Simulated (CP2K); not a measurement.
Two runs for the C K edge of 2-methylthiothiophene. Run A: CP2K XAS_TDP, all-electron GAPW, PBEh(45%), aug-cc-pVDZ, TDA, no relativity. Run B differs in one setting.

First lines with a strength over 0.0015. A:

```tsv
atom	energy (eV)	states	strength, one atom
C1 (bonded to S and 3 H)	283.27	1	0.0359
	284.53	1	0.0066
	285.02	1	0.0135
	285.33	1	0.0219
	285.57	1	0.0140
C3 (bonded to C and 2 S)	282.34	1	0.0462
	284.79	1	0.0360
	285.26	1	0.0308
	286.32	1	0.0031
	286.73	1	0.0025
C4 (bonded to 2 C and H)	281.53	1	0.0462
	284.08	1	0.0099
	284.52	1	0.0106
	285.15	1	0.0034
	285.34	1	0.0029
C5 (bonded to 2 C and H)	281.78	1	0.0435
	283.72	1	0.0122
	284.37	1	0.0103
	285.07	1	0.0049
	285.53	1	0.0015
C6 (bonded to C, S and H)	281.74	1	0.0502
	284.54	1	0.0287
	285.03	1	0.0149
	285.57	1	0.0015
	285.91	1	0.0019
```

B:

```tsv
atom	energy (eV)	states	strength, one atom
C1 (bonded to S and 3 H)	287.51	1	0.0513
	289.26	1	0.0073
	289.73	1	0.0311
	289.91	1	0.0368
	290.68	1	0.0071
C3 (bonded to C and 2 S)	286.45	1	0.0547
	289.11	1	0.0491
	289.61	1	0.0382
	291.50	1	0.0019
	291.98	1	0.0023
C4 (bonded to 2 C and H)	285.59	1	0.0577
	289.05	1	0.0069
	289.29	1	0.0190
	290.36	1	0.0070
	290.52	1	0.0059
C5 (bonded to 2 C and H)	285.85	1	0.0563
	288.65	1	0.0075
	289.12	1	0.0175
	290.22	1	0.0081
	290.57	1	0.0024
C6 (bonded to C, S and H)	285.77	1	0.0587
	288.93	1	0.0430
	289.76	1	0.0203
	291.00	1	0.0019
	291.21	1	0.0035
```

Which was it: GW2X switched on, the functional, the basis, scalar relativity switched on?

The functional (functional from PBEh(45%) to PBEh(60%); the lines alone don't name the new value). A functional moves all lines by electronvolts and changes their spacings and strengths. Against PBEh(45%) in aug-cc-pVDZ, the leading lines move by +4.24 eV (C1, to 287.51), +4.11 eV (C3, to 286.45), +4.06 eV (C4, to 285.59), +4.07 eV (C5, to 285.85) and +4.03 eV (C6, to 285.77); the strength of C1's goes from 0.0359 to 0.0513. The next line of C1 over the strength cut lies 1.75 eV higher, against 1.26.

[Banner, clock and machine lines of the logs are left out without a mark of their own.]

[Logs are printed without paths, hosts, clocks, repeated set-up lines and the standing remarks that a program may print on its own settings, such as how far it seeks lower states.]

[Hosts, paths, dates, database ids (printed as entryN), source tags and the programs' standing remarks are cut or masked in the printed files.]
